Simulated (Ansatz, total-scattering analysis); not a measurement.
# From S(Q) to neighbour shells

The sample: acetonitrile (16 acetonitrile; C 33.3, N 16.7, H 50.0 atom %) at 340 K, fixed volume, ρ₀ = 0.0687 Å⁻³. The data come from ab initio molecular dynamics with Ansatz (revPBE-D3(BJ), plane waves, PAW default files, Langevin thermostat, no spin, fixed volume, H with the mass of D). The average runs over 0.34 ps of 96 atoms, so shells between rare elements are rough. Mean temperature 354 K, largest m.s.d. 1.83 Å², energy drift -4 meV an atom (last third less first, no steady trend), Langevin friction 10 ps⁻¹; the first quarter of the run is discarded. Preparation: last frame of a classical run of this cell, a melt at this density, then 0.3 ps at 340 K with a cheaper basis and a friction of 10 ps⁻¹ (mean temperature of the first stage 353 K), too short to forget the start in full. So short a stretch relaxes bonds and nearest shells but still remembers its start. It is a liquid as far as so short a run tells.

S(Q) is the Faber–Ziman total, Σ ci cj fi fj (Sij − 1)/⟨f⟩² + 1. Below 4 Å⁻¹ the partials are summed on the cell's own reciprocal vectors (from 0.56 Å⁻¹) and folded with a Gaussian of σ = 0.12 Å⁻¹; above it they are transforms of g(r) out to 7.6 Å, tapered over the last 40 %. The fold lowers sharp peaks, and with so few vectors their positions are good to about 0.1 Å⁻¹. X-rays take neutral-atom form factors, neutrons coherent lengths (C 6.6472, N 9.36, H 6.6681 fm). Hydrogen is taken as deuterium. G(r) = 4πrρ₀[g(r) − 1] carries the resolution of a Lorch-windowed transform up to 20 Å⁻¹. The patterns are simulated, not measured. The cell is small: beyond half the box only the part of each shell inside it is counted, and low-Q values rest on few vectors.

```csv
Q (Å⁻¹),X-ray,neutron
0.6,-0.40,0.10
0.9,-0.26,0.21
1.2,0.34,0.53
1.5,3.36,2.74
1.8,2.44,1.76
2.1,1.20,1.07
2.4,1.04,1.02
2.7,0.70,0.84
3.0,0.73,0.80
3.3,0.72,0.68
3.6,0.57,0.74
3.9,0.56,0.80
4.2,0.68,0.93
4.5,0.77,0.94
4.8,0.85,0.89
5.1,0.99,0.84
5.4,1.18,0.87
5.7,1.28,0.95
6.0,1.26,1.05
6.3,1.16,1.13
6.6,1.04,1.16
6.9,1.03,1.16
7.2,1.07,1.14
7.5,1.05,1.11
7.8,1.01,1.10
8.1,0.99,1.08
8.4,0.94,1.02
8.7,0.88,0.94
9.0,0.87,0.89
9.3,0.91,0.88
9.6,0.96,0.89
9.9,1.02,0.92
10.2,1.04,0.94
10.5,1.03,0.96
10.8,0.99,0.96
11.1,0.96,0.96
11.4,0.97,0.98
11.7,1.00,1.03
12.0,1.05,1.08
```

G(r):

```tsv
r (Å)	X-ray	neutron
0.6	-0.45	-0.48
0.7	-0.37	-0.58
0.8	-0.63	-0.80
0.9	-0.60	-0.21
1.0	0.87	1.64
1.1	2.83	3.04
1.2	3.18	2.28
1.3	2.15	0.45
1.4	1.45	-0.56
1.5	1.08	-0.63
1.6	-0.04	-0.42
1.7	-1.35	-0.14
1.8	-1.67	0.05
1.9	-1.43	-0.09
2.0	-1.39	-0.30
2.1	-1.44	-0.37
2.2	-1.49	-0.68
2.3	-1.68	-1.29
2.4	-1.54	-1.55
2.5	-0.78	-1.27
2.6	-0.22	-0.94
2.7	-0.62	-0.97
2.8	-1.52	-1.17
2.9	-1.98	-1.13
3.0	-1.81	-0.67
3.1	-1.39	-0.06
3.2	-0.87	0.25
3.3	-0.41	0.14
3.4	-0.16	-0.14
3.5	-0.09	-0.31
3.6	0.01	-0.30
3.7	0.18	-0.23
3.8	0.32	-0.11
3.9	0.34	0.02
4.0	0.36	0.16
4.1	0.48	0.31
4.2	0.74	0.46
4.3	1.03	0.58
4.4	1.26	0.64
4.5	1.39	0.69
4.6	1.43	0.79
4.7	1.38	0.88
4.8	1.24	0.89
4.9	1.03	0.83
5.0	0.79	0.72
5.1	0.60	0.60
5.2	0.50	0.49
5.3	0.46	0.41
5.4	0.40	0.34
5.5	0.26	0.23
5.6	0.05	0.09
5.7	-0.17	-0.04
5.8	-0.40	-0.18
5.9	-0.61	-0.31
6.0	-0.71	-0.42
```

**Question.** Which pairs make the maxima of G(r) below 4.5 Å, and what can the data say of the number of neighbours?

Each pair enters with the weight ci cj fi fj (2 − δij)/⟨f⟩², taking f = Z for X-rays at Q = 0: C–N 0.35 / 0.14; C–C 0.30 / 0.10; C–H 0.15 / 0.29; H–H 0.02 / 0.22; N–H 0.09 / 0.21; N–N 0.10 / 0.05 (X-ray / neutron).

| radiation | maximum (Å) | G (Å⁻²) | pairs that make it (share of the curvature of G, each pair at the same resolution) |
| --- | --- | --- | --- |
| X-ray | 1.17 | 3.31 | C–N 97 % |
| X-ray | 1.96 | -1.37 | a ripple of the cut in Q |
| X-ray | 2.61 | -0.19 | C–N 99 % |
| X-ray | 4.59 | 1.43 | C–N 82 %, N–N 18 % |
| neutron | 1.12 | 3.08 | C–H 72 %, C–N 28 % |
| neutron | 1.81 | 0.06 | H–H 100 % |
| neutron | 2.64 | -0.91 | C–N 83 %, N–H 17 % |
| neutron | 3.22 | 0.27 | N–H 91 % |

The first shell (C–H, 1.10 Å) shares its range with C–N (1.17 Å) and C–C (1.46 Å), so its area is a weighted sum. The maxima can be assigned, but 2 totals can't separate 6 partials, so the counts below come from the model itself.

From the coordinates:

```csv
pair,first peak (Å),g there,first minimum (Å),g there,neighbours,kind
C–H,1.10,28.8,1.40,0.00,"1.5 H per C, 1.0 C per H",within molecules
C–N,1.17,35.0,1.50,0.00,"0.5 N per C, 1.0 C per N",within molecules
C–C,1.46,15.3,1.86,0.00,1.0,within molecules
H–H,1.78,8.5,2.10,0.12,2.0,within molecules
N–H,3.16,3.8,3.76,0.84,"9.1 H per N, 3.0 N per H",60 % within molecules at the peak
N–N,4.47,2.2,5.25,0.89,6.2,between molecules
```

Distances within molecules give the sharpest pair functions, and with hydrogen they rule the neutron S(Q) at high Q: C–H 1.10 Å, C–N 1.17 Å, C–C 1.46 Å and H–H 1.78 Å (first peaks only). No H sits on O, N or F, so there are no conventional hydrogen bonds; the first peak of S(Q) reflects the packing of whole molecules.

[Logs are printed without paths, hosts, clocks, repeated set-up lines and the standing remarks that a program may print on its own settings, such as how far it seeks lower states.]
